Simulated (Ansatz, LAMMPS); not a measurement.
**A faulty run on glassy 78SiO2-12MgO-6K2O-4TiO2 (mol %) (147 atoms)**

Program: Ansatz 0.2.0. The cell: 40 Si, 6 Mg, 6 K, 2 Ti and 93 O.

File input.yaml:

```yaml
crystal:
  lattice:
    - [12.81716, 0.0, 0.0]
    - [0.0, 12.81716, 0.0]
    - [0.0, 0.0, 12.81716]
  atoms:
    - { symbol: Si, position: [0.40932, 0.68375, 0.59544] }
    - { symbol: Si, position: [0.81344, 0.65559, 0.28874] }
    - { symbol: Si, position: [0.1413, 0.00944, 0.42829] }
    - { symbol: Si, position: [0.72604, 0.66452, 0.07887] }
    - { symbol: Si, position: [0.07314, 0.30791, 0.97718] }
    - { symbol: Si, position: [0.52131, 0.74148, 0.99608] }
    - { symbol: Si, position: [0.11821, 0.89089, 0.82118] }
    - { symbol: Si, position: [0.67843, 0.09971, 0.77285] }
    - { symbol: Si, position: [0.60562, 0.44395, 0.12858] }
    - { symbol: Si, position: [0.06494, 0.92508, 0.20421] }
    - { symbol: Si, position: [0.17837, 0.71195, 0.24984] }
    - { symbol: Si, position: [0.29594, 0.82224, 0.4334] }
    - { symbol: Si, position: [0.09628, 0.44944, 0.49324] }
    - { symbol: Si, position: [0.45307, 0.97258, 0.97033] }
    - { symbol: Si, position: [0.45281, 0.49458, 0.32208] }
    - { symbol: Si, position: [0.26517, 0.02614, 0.11376] }
    - { symbol: Si, position: [0.32567, 0.24241, 0.17364] }
    - { symbol: Si, position: [0.56188, 0.45391, 0.68152] }
    [... 123 atom lines left out ...]
    - { symbol: O, position: [0.05005, 0.39201, 0.7627] }
    - { symbol: O, position: [0.22439, 0.74581, 0.35737] }
    - { symbol: O, position: [0.06271, 0.79171, 0.87264] }
    - { symbol: O, position: [0.17286, 0.12951, 0.42256] }
    - { symbol: O, position: [0.39404, 0.5955, 0.29224] }
    - { symbol: O, position: [0.65923, 0.55508, 0.10215] }
kpoints:
  mp-grid: { grid: [1, 1, 1] }
hamiltonian:
  xc: pbe
scf:
  occupations: { method: fixed }
  max_iter: 75
output:
  forces: true
```

Command:

```
$ ansatz run input.yaml --threads 8 --pin off --max-ram 15872MiB --backend cpu --events-out ev --progress --plain --runs-dir out
```

The log of the run:

```text
Error: YAML parse error: error: line 155 column 3: unknown field `mp-grid`, expected one of mp_grid, list, band_path, initial_grid, further_shifts
   --> <input>:155:3
    |
153 |     - { symbol: O, position: [0.65923, 0.55508, 0.10215] }
154 | kpoints:
155 |   mp-grid: { grid: [1, 1, 1] }
    |   ^ unknown field `mp-grid`, expected one of mp_grid, list, band_path, initial_grid, further_shifts
156 | hamiltonian:
157 |   xc: pbe
    |
```

The job ended after 0.02 s (8 threads of Intel Xeon Platinum 8488C (Sapphire Rapids), shared host; peak memory 0.029 GiB).

What is at fault here, and what would mend it?

A misspelt key: kpoints.mp_grid = "mp-grid".

The fix is to spell the key as the program knows it.

The program refused it before any cycle.

[Logs are printed without paths, hosts, clocks, repeated set-up lines and the standing remarks that a program may print on its own settings, such as how far it seeks lower states.]

[Hosts, paths, dates, database ids (printed as entryN), source tags and the programs' standing remarks are cut or masked in the printed files.]
